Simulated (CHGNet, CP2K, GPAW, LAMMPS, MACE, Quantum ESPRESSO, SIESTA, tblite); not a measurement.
# Site energies of Sn in place of Ge in amorphous Ge (61 atoms) across programs

Aim: compare the energies of Sn in place of Ge at unlike sites of amorphous Ge (61 atoms), with plane waves as the reference.

Results are calculated, not measured.

### Step 1. The cell

The cell holds 61 atoms (61 Ge), with edges of 11.10, 11.10 and 11.10 Å. Recipe: 61 atoms (61 Ge) placed at random at 5.38 g/cm³, melted at 3500 K for 10 ps at fixed volume with the Tersoff potential (Tersoff, Phys. Rev. B 39, 5566 (1989)). Quenched from 3500 K to 100 K at 5 K/ps and fixed volume, held 5 ps, then minimised at fixed cell. Then the atoms were relaxed with MACE MPA-0 medium in the fixed cell.

### Step 2. The reference input

Quantum ESPRESSO 7.5: Kohn-Sham DFT, PBE, SSSP efficiency 1.3.0 pseudopotentials, plane waves. Its input, pw.in, for the unchanged cell:

```
&control
  calculation = 'scf'
  pseudo_dir = './pseudo'
  outdir = './tmp'
  disk_io = 'none'
  tprnfor = .true.
  tstress = .true.
/
&system
  ibrav = 0
  nat = 61
  ntyp = 1
  ecutwfc = 60
  ecutrho = 480
  nosym = .true.
  occupations = 'smearing'
  smearing = 'fd'
  degauss = 0.003675
/
&electrons
  conv_thr = 3.0e-07
  electron_maxstep = 100
  mixing_beta = 0.2
  mixing_mode = 'local-TF'
  diagonalization = 'david'
/
ATOMIC_SPECIES
Ge 72.630 Ge.upf
CELL_PARAMETERS angstrom
11.09880 0.00000 0.00000
0.00000 11.09880 0.00000
0.00000 0.00000 11.09880
ATOMIC_POSITIONS crystal
Ge 0.40886 0.13293 0.64803
Ge 0.18804 0.09281 0.97951
Ge 0.63076 0.70682 0.34974
Ge 0.15029 0.44696 0.82587
[... 55 atom lines left out ...]
Ge 0.57066 0.94687 0.04075
Ge 0.06339 0.23550 0.81554
K_POINTS gamma
```

```console
$ OMP_NUM_THREADS=1 mpirun -np 4 pw.x -in pw.in > output.txt
```

Run time: 5.2 min. Hardware: 4 MPI ranks of Arm Neoverse V1, shared host; peak memory 5.9 GiB; 21 min of CPU time.

It converged with an r.m.s. force component of 0.22 eV/Å and a pressure of 4.3 GPa.

### Step 3. The levels

The levels share the cells and solve them as single points, though not every level runs every cell. CPU time is summed over a level's finished runs, on a host shared with the other runs, so it is rough; the force column is the median over cells of the r.m.s. difference of force components from the reference.

```
                level                      basis or training data  k-points  runs finished  CPU time  peak memory (GiB)  force difference (meV/Å)
              QE, PBE     plane waves, SSSP efficiency, 60/480 Ry         Γ         6 of 6     2.2 h                5.9                 reference
CP2K double zeta, PBE                       DZVP-UZH, GTH, 350 Ry         Γ         5 of 5    12 min                1.9                        33
        GPAW dzp, PBE                 dzp orbitals, PAW, h 0.18 Å         Γ         5 of 5    22 min                1.7                        45
      SIESTA DZP, PBE    DZP orbitals, shift 0.01 Ry, mesh 300 Ry         Γ         5 of 5    31 min                1.3                       108
CP2K double zeta, LDA                 DZVP-MOLOPT-SR, GTH, 350 Ry         Γ         5 of 5   6.8 min                1.8                        91
      tblite GFN1-xTB  tight binding with its own dispersion term         Γ         5 of 5      34 s               0.13                       168
         CHGNet 0.3.0          trained on PBE(+U) plane-wave data         -         6 of 6      23 s               0.63                       214
    MACE MPA-0 medium          trained on PBE(+U) plane-wave data         -         6 of 6      51 s               0.78                       218
```

The reference's own r.m.s. force component runs from 208 to 221 meV/Å over these cells. MACE MPA-0 medium relaxed the atoms, so in the cells that it relaxed its forces are near zero and its entry mostly repeats the reference's forces.

### Step 4. The sites

Each changed cell was relaxed with MACE MPA-0 medium before the single points. Neighbours are the site's nearest atoms before the change.

```csv
site,nearest atoms,their mean distance (Å),atoms within 6 Å,largest move on relaxing (Å),longest force left in the reference (eV/Å)
Ge35,Ge3,2.45,37,0.65,0.75
Ge61,Ge6,2.72,38,0.31,0.86
Ge33,Ge4,2.47,38,0.30,0.76
Ge11,Ge5,2.54,38,0.16,0.81
Ge16,Ge4,2.51,38,0.44,0.68
```

### Step 5. Site energies

All changed cells hold the same atoms, so within one level their energies compare with no chemical potential. Energies in eV, less that of Ge35, the reference's cheapest site; the last column is the largest deviation from the reference once each row's mean is taken off.

```csv
level,Ge35,Ge61,Ge33,Ge11,Ge16,cheapest,largest deviation
"QE, PBE",0.00,0.02,0.24,0.26,0.33,Ge35,-
"CP2K double zeta, PBE",0.00,0.05,0.22,0.28,0.34,Ge35,0.03
"GPAW dzp, PBE",0.00,0.13,0.30,0.38,0.41,Ge35,0.08
"SIESTA DZP, PBE",0.00,0.27,0.39,0.52,0.47,Ge35,0.16
"CP2K double zeta, LDA",0.00,-0.15,0.09,-0.07,0.30,Ge61,0.20
tblite GFN1-xTB,0.00,-0.49,0.17,-0.47,-0.20,Ge61,0.37
CHGNet 0.3.0,0.00,0.18,0.19,0.39,0.11,Ge35,0.22
MACE MPA-0 medium,0.00,-0.11,0.14,0.22,0.12,Ge61,0.11
```

### Step 6. Findings

In the reference the cheapest site is Ge35 (Ge3) and the dearest Ge16 (Ge4), 0.33 eV higher. 4 of the 7 other levels pick the same cheapest site; CP2K double zeta, LDA picks Ge61, tblite GFN1-xTB picks Ge61 and MACE MPA-0 medium picks Ge61. The two cheapest sites lie only 0.021 eV apart in the reference, so their order is fragile.

CP2K double zeta, PBE follows the reference most closely (0.03 eV at worst) and tblite GFN1-xTB least (0.37 eV). The other programs at PBE deviate by 0.16 eV at most, the learned potentials by 0.11 to 0.22 eV.

Caveats: The geometries are those of MACE MPA-0 medium; forces of up to 0.86 eV/Å remain in the reference, so relaxing in DFT would lower the energies, by amounts that can differ from site to site and can change the order. For MACE MPA-0 medium alone these are relaxed energies. Defects interact with their periodic images. Only 5 of the 61 Ge sites are compared. Learned potentials know no electrons, so they can't tell charge or spin states of the defect. The quench rate of 5 K/ps is many orders above laboratory rates, so the cell is likely richer in defects and strain than a real sample. The reference samples only Γ, in a cell whose shortest periodic width is 11 Å. The reference isn't exact: its cutoffs and mesh weren't converged further here. SIESTA's automatically made basis is far from complete, and its potentials were converted by us (checked for H, C, O, Si, Ge and Ca alone). Spin–orbit coupling is left out. Where levels are smeared, the DFT runs use Fermi–Dirac occupations at 580 K (0.05 eV), and energies are free energies.

[Long decimals in the printed logs are rounded to 6 places.]

[Logs are printed without paths, hosts, clocks, repeated set-up lines and the standing remarks that a program may print on its own settings, such as how far it seeks lower states.]

[Hosts, paths, dates, database ids (printed as entryN), source tags and the programs' standing remarks are cut or masked in the printed files.]
